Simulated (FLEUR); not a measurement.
# Co (c factor at fixed volume 1.25 on the database's cell): from one collinear state to anisotropy

Wanted: anisotropy for Co (c factor at fixed volume 1.25 on the database's cell), with the cost of each step.

Method: PBE; all-electron FLAPW, Dirac cores, scalar-relativistic bands, in FLEUR MaX-R8.1.

**1. The starting structure**

The structure is hexagonal, space group P6_3/mmc (No. 194). Conventional cell: a = 2.243 Å, b = 2.243 Å, c = 5.087 Å, α = 90.00°, β = 90.00°, γ = 120.00°. Co has 6 Co at 2.24 Å nearest.

As a file:

```cif
data_structure
_symmetry_space_group_name_H-M 'P 1'
_symmetry_Int_Tables_number 1
_cell_length_a 2.2427
_cell_length_b 2.2427
_cell_length_c 5.0874
_cell_angle_alpha 90.000
_cell_angle_beta 90.000
_cell_angle_gamma 120.000
_cell_volume 22.16
loop_
_atom_site_label
_atom_site_type_symbol
_atom_site_fract_x
_atom_site_fract_y
_atom_site_fract_z
_atom_site_occupancy
Co1 Co 0.33333 0.66667 0.25000 1
Co2 Co 0.66667 0.33333 0.75000 1
```

The cell is strained on purpose: c factor at fixed volume 1.25 on the database's cell.

**2. The magnetic state**

The force theorems are single passes in this state's potential, so it has to be converged first.

No symmetry is used, so that later steps may turn the spins freely; k and −k are joined. inpgen writes inp.xml from crystal.txt; cutoffs, mixing, functional, smearing and local orbitals are then set in the file. The k list scf (kpts.xml, not shown) is a Γ-centred 14×14×6 mesh; where the ranks do not divide the number of points, some are split in two of half the weight.

Contents of inp.xml:

```
<?xml version="1.0" encoding="UTF-8" standalone="no"?>
<fleurInput fleurInputVersion="0.39">
   <comment>
      Co
   </comment>
   <calculationSetup>
      <cutoffs Kmax="3.96" Gmax="11.9" GmaxXC="11.9" numbands="0"/>
      <scfLoop itmax="110" minDistance="0.00002" maxIterBroyd="15" imix="Anderson" alpha="0.05" precondParam="0.0" spinf="2.0" sdNocoIR="T"/>
      <coreElectrons ctail="F" frcor="F" kcrel="0" coretail_lmax="0"/>
      <xcFunctional name="pbe" relativisticCorrections="F"/>
      <magnetism jspins="2" l_noco="F" l_ss="F">
         <qss>0.0 0.0 0.0</qss>
         <mtNocoParams l_mperp="F" l_mtNocoPot="F" l_relaxSQA="F" mag_mixing_scheme="0" mix_RelaxWeightOffD="1.0" l_constrained="F" mix_constr="1.0"/>
         <sourceFreeMag l_sourceFree="F" l_scaleMag="F" mag_scale="1.0"/>
      </magnetism>
      <soc l_soc="F" theta="0.0" phi="0.0" spav="F"/>
      <expertModes spex="0" secvar="F"/>
      <geometryOptimization l_f="F" forcealpha="1.0" forcemix="BFGS" epsdisp="0.00001" epsforce="0.00001"/>
      <ldaU l_linMix="F" mixParam="0.05" spinf="1.0"/>
   </calculationSetup>
   <cell>
      <bzIntegration valenceElectrons="34.0" mode="hist" fermiSmearingEnergy="0.00183747">
         <kPointListSelection listName="scf"/>
         <xi:include xmlns:xi="http://www.w3.org/2001/XInclude" href="kpts.xml"> </xi:include>
      </bzIntegration>
      <xi:include xmlns:xi="http://www.w3.org/2001/XInclude" href="sym.xml"> </xi:include>
      <bulkLattice scale="1.0">
         <bravaisMatrix>
            <row-1>    4.2380637223444388    -0.0000000001133836     0.0000000000000000</row-1>
            <row-2>   -2.1190318610682843     3.6702708464509635     0.0000000000000000</row-2>
            <row-3>    0.0000000000000000     0.0000000000000000     9.6137454431369243</row-3>
         </bravaisMatrix>
      </bulkLattice>
   </cell>
   <atomSpecies>
      <species name="Cobalt (Co2.000" element="Co" atomicNumber="27">
         <mtSphere radius="2.07" gridPoints="685" logIncrement="0.018"/>
         <atomicCutoffs lmax="8" lnonsphr="6"/>
         <electronConfig flipSpins="F">
            <coreConfig>(1s1/2) (2s1/2) (2p1/2) (2p3/2)</coreConfig>
            <valenceConfig>(3s1/2) (3p1/2) (3p3/2) (4s1/2) (3d3/2) (3d5/2)</valenceConfig>
            <stateOccupation state="(3d3/2)" spinUp="1.5" spinDown="1.3"/>
            <stateOccupation state="(3d5/2)" spinUp="3.0" spinDown="1.2"/>
         </electronConfig>
         <energyParameters s="4" p="4" d="3" f="4"/>
         <lo type="SCLO" l="0" n="3" eDeriv="0"/>
         <lo type="SCLO" l="1" n="3" eDeriv="0"/>
      </species>
   </atomSpecies>
   <atomGroups>
      <atomGroup species="Cobalt (Co2.000">
         <relPos label="                   1">1.000/3.000 -1.000/3.000 1.000/4.000</relPos>
         <force calculate="T" relaxXYZ="TTT"/>
         <nocoParams  alpha="0.0" beta="0.0"/>
      </atomGroup>
      <atomGroup species="Cobalt (Co2.000">
         <relPos label="                   2">-1.000/3.000 1.000/3.000 -1.000/4.000</relPos>
         <force calculate="T" relaxXYZ="TTT"/>
         <nocoParams  alpha="0.0" beta="0.0"/>
      </atomGroup>
   </atomGroups>
   <output dos="F" band="F" slice="F">
      <bandDOS minEnergy="-.5*Htr" maxEnergy="0.5*Htr" sigma="0.015" storeEVData="T"/>
      <plotting iplot="0" polar="F">
         <plot TwoD="T" vec1="  1.0  0.0  0.0" vec2="  0.0  1.0  0.0" vec3="  0.0  0.0  1.0" zero="  0.0  0.0  0.0" file="plot"/>
      </plotting>
      <moessbauerParams electricFieldGradient="F" isomerShift="F" coreHyperfine="F" valenceHyperfine="F"/>
   </output>
</fleurInput>
```

Contents of crystal.txt:

```
Co
&input film=F cartesian=F /
2.24268674025  -0.00000000006  0.00000000000
-1.12134337007  1.94222368981  0.00000000000
0.00000000000  0.00000000000  5.08737500000
1.8897261246
1.0 1.0 1.0

2
27 0.33333333333  0.66666666667  0.25000000000 : 2.000
27 0.66666666667  0.33333333333  0.75000000000 : 2.000

&kpt div1=14 div2=14 div3=6 gamma=T /
```

Run with:

```
$ OMP_NUM_THREADS=1 inpgen -f crystal.txt -nosym -noco > inpgen.log  # inp.xml is then edited as shown
$ OMP_NUM_THREADS=1 mpirun -n 4 fleur_MPI > fleur.log
```

Output:

```text
Welcome to FLEUR        (www.flapw.de)
      MaX-Release 8.1          (www.max-centre.eu)

 ========== k-point set info ==========
 Selected k-point list: scf
 k-point list type: mesh
 0 x 0 x 0
 Number of k points: 592

 ------------Calculation Setup---------------------------
 Number of MPI-tasks      :            4
 Number of PE/node        :            4
 Number of OMP-threads    :            1
 k-points in parallel     :            4
 pe's per k-point         :            1
 No of k-point loops      :          148
 Eigenvalue solver        :       lapack
 Number of basis functions:          187
 Approximate size of matrices (H+S) per k-point:         0.001 GB
 --------------------------------------------------------
 Iteration:     1   Distance:      10.47150770 me/bohr^3
 Iteration:     2   Distance:       9.93096588 me/bohr^3
 Iteration:     3   Distance:       4.12127488 me/bohr^3
 Iteration:     4   Distance:       3.47264233 me/bohr^3
 Iteration:     5   Distance:       2.36022852 me/bohr^3
 Iteration:     6   Distance:       1.58963747 me/bohr^3
 Iteration:     7   Distance:       0.81508980 me/bohr^3
 Iteration:     8   Distance:       0.52580843 me/bohr^3
 Iteration:     9   Distance:       0.22545161 me/bohr^3
 Iteration:    10   Distance:       0.13754795 me/bohr^3
 Iteration:    11   Distance:       0.04479636 me/bohr^3
 Iteration:    12   Distance:       0.01661855 me/bohr^3
 Iteration:    13   Distance:       0.00777950 me/bohr^3
 Iteration:    14   Distance:       0.00154740 me/bohr^3
 Iteration:    15   Distance:       0.00122141 me/bohr^3
 Iteration:    16   Distance:       0.00116764 me/bohr^3
 Iteration:    17   Distance:       0.00051827 me/bohr^3
 Iteration:    18   Distance:       0.00027822 me/bohr^3
 Iteration:    19   Distance:       0.00026349 me/bohr^3
 Iteration:    20   Distance:       0.00004039 me/bohr^3
 Iteration:    21   Distance:       0.00000701 me/bohr^3

 ********************************************************************
 Run finished successfully
 Stop message:
   all done
 ********************************************************************

--- out.xml (last complete iteration) ---
<iteration numberForCurrentRun="   21" overallNumber="   21">
         <energyParameters units="Htr">
            <atomicEP atomType="1" spin="1" branch="4s" branchLowest="-3.13" branchHighest="2.47" value="0.1627418729"/>
            <atomicEP atomType="1" spin="1" branch="4p" branchLowest="-1.76" branchHighest="3.12" value="0.2939421828"/>
            <atomicEP atomType="1" spin="1" branch="3d" branchLowest="-9.99" branchHighest="0.46" value="0.2743598214"/>
            <atomicEP atomType="1" spin="1" branch="4f" branchLowest="-9.99" branchHighest="4.21" value="0.6071553386"/>
            <loAtomicEP atomType="1" spin="1" branch="3s" branchLowest="-32.40" branchHighest="-3.13" value="-3.1494854930"/>
            <loAtomicEP atomType="1" spin="1" branch="3p" branchLowest="-27.65" branchHighest="-1.76" value="-1.8005299131"/>
            <atomicEP atomType="2" spin="1" branch="4s" branchLowest="-3.13" branchHighest="2.47" value="0.1627418727"/>
            <atomicEP atomType="2" spin="1" branch="4p" branchLowest="-1.76" branchHighest="3.12" value="0.2939421826"/>
            <atomicEP atomType="2" spin="1" branch="3d" branchLowest="-9.99" branchHighest="0.46" value="0.2743598210"/>
            <atomicEP atomType="2" spin="1" branch="4f" branchLowest="-9.99" branchHighest="4.21" value="0.6071553384"/>
            <loAtomicEP atomType="2" spin="1" branch="3s" branchLowest="-32.40" branchHighest="-3.13" value="-3.1494854934"/>
            <loAtomicEP atomType="2" spin="1" branch="3p" branchLowest="-27.65" branchHighest="-1.76" value="-1.8005299136"/>
            <atomicEP atomType="1" spin="2" branch="4s" branchLowest="-3.06" branchHighest="2.52" value="0.1679193501"/>
            <atomicEP atomType="1" spin="2" branch="4p" branchLowest="-1.69" branchHighest="3.17" value="0.2965174208"/>
            <atomicEP atomType="1" spin="2" branch="3d" branchLowest="-9.99" branchHighest="0.53" value="0.3236724154"/>
            <atomicEP atomType="1" spin="2" branch="4f" branchLowest="-9.99" branchHighest="4.26" value="0.6078457017"/>
            <loAtomicEP atomType="1" spin="2" branch="3s" branchLowest="-32.36" branchHighest="-3.06" value="-3.0748765584"/>
            <loAtomicEP atomType="1" spin="2" branch="3p" branchLowest="-27.62" branchHighest="-1.69" value="-1.7279101061"/>
            <atomicEP atomType="2" spin="2" branch="4s" branchLowest="-3.06" branchHighest="2.52" value="0.1679193499"/>
            <atomicEP atomType="2" spin="2" branch="4p" branchLowest="-1.69" branchHighest="3.17" value="0.2965174206"/>
            <atomicEP atomType="2" spin="2" branch="3d" branchLowest="-9.99" branchHighest="0.53" value="0.3236724151"/>
            <atomicEP atomType="2" spin="2" branch="4f" branchLowest="-9.99" branchHighest="4.26" value="0.6078457015"/>
            <loAtomicEP atomType="2" spin="2" branch="3s" branchLowest="-32.36" branchHighest="-3.06" value="-3.0748765589"/>
            <loAtomicEP atomType="2" spin="2" branch="3p" branchLowest="-27.62" branchHighest="-1.69" value="-1.7279101065"/>
         </energyParameters>
         <bandgap value="0.0061246051" units="eV"/>
         <sumValenceSingleParticleEnergies value="-28.4170336855" units="Htr"/>
         <FermiEnergy value="0.3895198947" units="Htr"/>
         <valenceDensity>
            <mtCharges spin="1">
               <mtCharge atomType="1" total="8.6206606" s="1.1671525" p="3.1247340" d="4.3136299" f="0.0113800"/>
               <mtCharge atomType="2" total="8.6206606" s="1.1671525" p="3.1247340" d="4.3136299" f="0.0113800"/>
            </mtCharges>
            <mtCharges spin="2">
               <mtCharge atomType="1" total="6.9352067" s="1.1644020" p="3.1412775" d="2.6158220" f="0.0105719"/>
               <mtCharge atomType="2" total="6.9352067" s="1.1644020" p="3.1412775" d="2.6158220" f="0.0105719"/>
            </mtCharges>
            <spinDependentCharge spin="1" total="18.6449250" interstitial="1.4036038" mtSpheres="17.2413212"/>
            <spinDependentCharge spin="2" total="15.3550750" interstitial="1.4846615" mtSpheres="13.8704135"/>
            <totalCharge value="34.0000000000"/>
         </valenceDensity>
         <coreStates atomType="     1" atomicNumber=" 27" spin="1" kinEnergy="    624.7493492794" eigValSum="   -393.6826961418" lostElectrons=" 0.000000">
            <state n="1" l="0" j="0.5" energy="-278.3302451139" weight="1.0000000000"/>
            <state n="2" l="0" j="0.5" energy="-32.3967026347" weight="1.0000000000"/>
            <state n="2" l="1" j="0.5" energy="-28.0148180076" weight="1.0000000000"/>
            <state n="2" l="1" j="1.5" energy="-27.4704651928" weight="2.0000000000"/>
         </coreStates>
         <coreStates atomType="     1" atomicNumber=" 27" spin="2" kinEnergy="    625.1034026571" eigValSum="   -393.5676070502" lostElectrons=" 0.000000">
            <state n="1" l="0" j="0.5" energy="-278.3304652575" weight="1.0000000000"/>
            <state n="2" l="0" j="0.5" energy="-32.3613249887" weight="1.0000000000"/>
            <state n="2" l="1" j="0.5" energy="-27.9887243930" weight="1.0000000000"/>
            <state n="2" l="1" j="1.5" energy="-27.4435462055" weight="2.0000000000"/>
         </coreStates>
         <coreStates atomType="     2" atomicNumber=" 27" spin="1" kinEnergy="    624.7493492796" eigValSum="   -393.6826961447" lostElectrons=" 0.000000">
            <state n="1" l="0" j="0.5" energy="-278.3302451145" weight="1.0000000000"/>
            <state n="2" l="0" j="0.5" energy="-32.3967026353" weight="1.0000000000"/>
            <state n="2" l="1" j="0.5" energy="-28.0148180082" weight="1.0000000000"/>
            <state n="2" l="1" j="1.5" energy="-27.4704651933" weight="2.0000000000"/>
         </coreStates>
         <coreStates atomType="     2" atomicNumber=" 27" spin="2" kinEnergy="    625.1034026573" eigValSum="   -393.5676070531" lostElectrons=" 0.000000">
            <state n="1" l="0" j="0.5" energy="-278.3304652581" weight="1.0000000000"/>
            <state n="2" l="0" j="0.5" energy="-32.3613249892" weight="1.0000000000"/>
            <state n="2" l="1" j="0.5" energy="-27.9887243936" weight="1.0000000000"/>
            <state n="2" l="1" j="1.5" energy="-27.4435462061" weight="2.0000000000"/>
         </coreStates>
         <allElectronCharges>
            <spinDependentCharge spin="1" total="28.6449250" interstitial="1.4036038" mtSpheres="27.2413212"/>
            <spinDependentCharge spin="2" total="25.3550750" interstitial="1.4846615" mtSpheres="23.8704135"/>
            <totalCharge value="54.0000000001"/>
         </allElectronCharges>
         <magneticMomentsInMTSpheres units="muBohr">
            <globalMagMoment atomType="1" vec="0.00000   0.00000   1.68545"/>
            <localMagMoment atomType="1" vec="0.00000   0.00000   1.68545"/>
            <globalMagMoment atomType="2" vec="0.00000   0.00000   1.68545"/>
            <localMagMoment atomType="2" vec="0.00000   0.00000   1.68545"/>
         </magneticMomentsInMTSpheres>
         <moessbauerParams unitsHFF="kG" unitsIS="e/bohr^3" unitsEFG="Htr/bohr^2">
         </moessbauerParams>
         <totalEnergy value="    -2786.8961630857" units="Htr">
            <sumOfEigenvalues value="    -1602.9176400754">
               <coreElectrons value="-1574.5006063899"/>
               <valenceElectrons value="-28.4170336855"/>
            </sumOfEigenvalues>
            <densityCoulombPotentialIntegral value="-4276.3909747860"/>
            <densityEffectivePotentialIntegral value="-4431.5189531965"/>
            <chargeDenXCDenIntegral value="-119.4570116384"/>
            <FockExchangeEnergyValence value="0.0000000000"/>
            <FockExchangeEnergyCore value="0.0000000000"/>
            <atomTypeDependentContributions atomType="1">
               <electronNucleiInteractionDifferentMTs value="1665.7118327669"/>
               <MadelungTerm value="-13.2106558249"/>
            </atomTypeDependentContributions>
            <atomTypeDependentContributions atomType="2">
               <electronNucleiInteractionDifferentMTs value="1665.7118327587"/>
               <MadelungTerm value="-13.2106558250"/>
            </atomTypeDependentContributions>
            <tkbTimesEntropy value="0.0007393884"/>
            <freeEnergy value="-2786.8969024741"/>
            <extrapolationTo0K value="-2786.8965327799"/>
         </totalEnergy>
         <densityConvergence units="me/bohr^3">
            <chargeDensity spin="1" distance="0.0000053215"/>
            <chargeDensity spin="2" distance="0.0000029773"/>
            <overallChargeDensity distance="0.0000050246"/>
            <spinDensity distance="0.0000070085"/>
         </densityConvergence>
      </iteration>
```

Run time: 2.8 min. Hardware: 4 MPI ranks of Arm Neoverse V1, shared host; peak memory 0.47 GiB.

This step gave:

| Quantity | Value |
| --- | --- |
| free energy | -75835.3280 eV |
| program's band gap on this mesh (in a metal only a level spacing) | 0.006125 eV |
| magnetization | 3.290 μB |
| final state | ferromagnetic |
| largest moment | 1.685 μB |

After 21 cycles the largest moment stands at 1.69 μB.

**3. Anisotropy by the force theorem, rung 1**

Anisotropy is a small difference, so it is taken from sums over occupied states at a frozen potential, where most errors cancel.

One pass with spin–orbit coupling for each direction, from the saved density. Inversion lets half of the mesh serve, which the program's warning doesn't know. The k list mae (kpts.xml, not shown) is a Γ-centred 20×20×8 mesh.

Edit inp.xml of step 2 so:

```diff
@@ -6,4 +6,4 @@
    <calculationSetup>
-      <cutoffs Kmax="3.96" Gmax="11.9" GmaxXC="11.9" numbands="0"/>
-      <scfLoop itmax="110" minDistance="0.00002" maxIterBroyd="15" imix="Anderson" alpha="0.05" precondParam="0.0" spinf="2.0" sdNocoIR="T"/>
+      <cutoffs Kmax="3.96" Gmax="11.9" GmaxXC="11.9" numbands="74"/>
+      <scfLoop itmax="1" minDistance="0.00002" maxIterBroyd="15" imix="Anderson" alpha="0.05" precondParam="0.0" spinf="2.0" sdNocoIR="T"/>
       <coreElectrons ctail="F" frcor="F" kcrel="0" coretail_lmax="0"/>
@@ -15,3 +15,3 @@
       </magnetism>
-      <soc l_soc="F" theta="0.0" phi="0.0" spav="F"/>
+      <soc l_soc="T" theta="0.0" phi="0.0" spav="F"/>
       <expertModes spex="0" secvar="F"/>
@@ -22,3 +22,3 @@
       <bzIntegration valenceElectrons="34.0" mode="hist" fermiSmearingEnergy="0.00183747">
-         <kPointListSelection listName="scf"/>
+         <kPointListSelection listName="mae"/>
          <xi:include xmlns:xi="http://www.w3.org/2001/XInclude" href="kpts.xml"> </xi:include>
@@ -68,2 +68,5 @@
    </output>
+   <forceTheorem>
+      <MAE theta="0.0 1.5707963 1.5707963 0.7853982" phi="0.0 0.0 0.5235988 0.0"/>
+   </forceTheorem>
 </fleurInput>
```

Run with:

```
$ OMP_NUM_THREADS=1 mpirun -n 4 fleur_MPI -warn_only > fleur.log
```

Output:

```text
[banner, memory and clock lines left out]
Welcome to FLEUR        (www.flapw.de)
      MaX-Release 8.1          (www.max-centre.eu)
************FLEUR-Warning*****************
Error message: k-point set is not compatible to missing time-reversal symmetry in calculation.
Error occurred in subroutine: gen_bz
Error from PE:0/4
Other PEs with error messages:
     3-k-point set is not compatible to missing time-reversal symmetry in calculation.
*****************************************

 ========== k-point set info ==========
 Selected k-point list: mae
 k-point list type: mesh
 0 x 0 x 0
 Number of k points: 1604

 [... set-up left out ...]
 ********************************************************************
 Run finished successfully
 Stop message:
   Forcetheorem MAE
 ********************************************************************

--- out.xml (force theorem) ---
<Forcetheorem_MAE Angles="4" units="Htr">
            <Angle theta="0.0000000" phi="0.0000000" ev-sum="-28.418215150"/>
            <Angle theta="1.5707963" phi="0.0000000" ev-sum="-28.418225838"/>
            <Angle theta="1.5707963" phi="0.5235988" ev-sum="-28.418225836"/>
            <Angle theta="0.7853982" phi="0.0000000" ev-sum="-28.418220463"/>
         </Forcetheorem_MAE>
```

It took 2.3 min on 4 MPI ranks; peak memory 1.6 GiB; 9.2 min of CPU time.

Anisotropy energies, by row:

```csv
axis,x,y,z,band energy less the first axis' (meV a cell)
[001],0,0,1,0
[100],1,0,0,-0.2908
[210],0.866,0.5,0,-0.2908
45 degrees from [001] toward [100],0.7071,0,0.7071,-0.1446
```

Indices are those of the standard conventional cell; x, y, z give the same directions in the axes of the input.

**4. Anisotropy by the force theorem, rung 2**

A second rung shows how far the first can be trusted.

The k list mae (kpts.xml, not shown) is a Γ-centred 29×29×11 mesh.

inp.xml is that of step 3.

Output:

```text
[banner, memory and clock lines left out]
Welcome to FLEUR        (www.flapw.de)
      MaX-Release 8.1          (www.max-centre.eu)
************FLEUR-Warning*****************
Error message: k-point set is not compatible to missing time-reversal symmetry in calculation.
Error occurred in subroutine: gen_bz
Error from PE:0/4
************FLEUR-Warning*****************
Error message: k-point set is not compatible to missing time-reversal symmetry in calculation.
Error occurred in subroutine: gen_bz
Error from PE:2/4
*****************************************
[...]
k-point list type: mesh
 0 x 0 x 0
 Number of k points: 4628

 [... set-up left out ...]
 ********************************************************************
 Run finished successfully
 Stop message:
   Forcetheorem MAE
 ********************************************************************

--- out.xml (force theorem) ---
<Forcetheorem_MAE Angles="4" units="Htr">
            <Angle theta="0.0000000" phi="0.0000000" ev-sum="-28.418250471"/>
            <Angle theta="1.5707963" phi="0.0000000" ev-sum="-28.418252070"/>
            <Angle theta="1.5707963" phi="0.5235988" ev-sum="-28.418252054"/>
            <Angle theta="0.7853982" phi="0.0000000" ev-sum="-28.418251336"/>
         </Forcetheorem_MAE>
```

The job ended after 6.6 min (4 MPI ranks; peak memory 4.3 GiB).

Anisotropy energies, by row:

```csv
axis,x,y,z,band energy less the first axis' (meV a cell)
[001],0,0,1,0
[100],1,0,0,-0.04351
[210],0.866,0.5,0,-0.04308
45 degrees from [001] toward [100],0.7071,0,0.7071,-0.02354
```

[end of part 1 of 2]

[Logs and program files are shortened in this print: banners, set-up blocks, solver, clock and traceback lines can be left out without a mark of their own.]

[Logs are printed without paths, hosts, clocks, repeated set-up lines and the standing remarks that a program may print on its own settings, such as how far it seeks lower states.]

[Hosts, paths, dates, database ids (printed as entryN), source tags and the programs' standing remarks are cut or masked in the printed files.]

[Where a cell is said to come from a database of computed structures, the database is the Materials Project.]
